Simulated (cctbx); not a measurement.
# Pr2Sc4AsPd13 across an absorption edge

Space group I4/mcm (no. 140), a = 7.7960 Å, b = 7.7960 Å, c = 22.8000 Å, α = 90.00°, β = 90.00°, γ = 90.00°.

```csv
atom,mult.,x,y,z,Ueq (Å²)
Pr1,8,1/2,1/2,0.3929,0.0079
Pd1,16,0.1091,0.3909,0.0919,0.0138
Pd2,16,0.3207,0.1793,0.0594,0.0073
Pd3,16,0.9364,0.7957,0,0.0116
Pd4,4,1/2,0,0,0.0059
As1,4,1/2,1/2,1/4,0.0121
Sc1,16,0.3359,0.1641,0.1876,0.0116
```

The model was made for the exercise: a known structure type with other elements put in, its volume estimated, not relaxed; displacement parameters are assumed.

Calculated with cctbx: free-atom f′ and f″ from the Sasaki tables, no fine structure; amplitudes in electrons.

```
E (eV)  F 0 2 0  F 2 0 4  F 2 2 4  F 1 1 2
 11267    219.5    256.3    431.8    210.2
 11617    216.6    259.6    434.9    206.5
 11747    214.0    262.3    437.5    203.6
 11807    211.3    265.1    440.2    200.8
 11837    208.6    267.8    442.9    197.9
 11852    205.8    270.6    445.6    195.1
 11859    203.3    273.1    448.0    192.6
 11863    200.6    275.7    450.7    189.8
 11871    202.2    275.3    450.5    189.4
 11875    205.3    272.1    447.3    192.7
 11882    208.1    269.3    444.6    195.5
 11897    211.1    266.3    441.6    198.5
 11927    214.0    263.3    438.6    201.5
 12017    218.1    259.4    434.7    205.5
 12267    222.4    255.1    430.3    209.7
```

**Question.** Which edge is crossed, and why do the reflections move as they do?

The K edge of As. The edge is at 11867 eV. f′ of As falls from -4.2 e at 11747 eV to -7.6 e at 4 eV below it, and f″ steps from 0.50 to 3.86 e across it. Over that approach |F| changes by -6 % (0 2 0), +5 % (2 0 4), +3 % (2 2 4) and -7 % (1 1 2): a reflection falls where As scatters in phase with the total and rises where it scatters against it; it hardly moves where the As term is small or cancels by symmetry. Above the edge the larger f″ enters the imaginary part, where it can add to or cancel the other atoms' f″. The structure is centrosymmetric, so Friedel mates stay equal.

[Logs are printed without paths, hosts, clocks, repeated set-up lines and the standing remarks that a program may print on its own settings, such as how far it seeks lower states.]
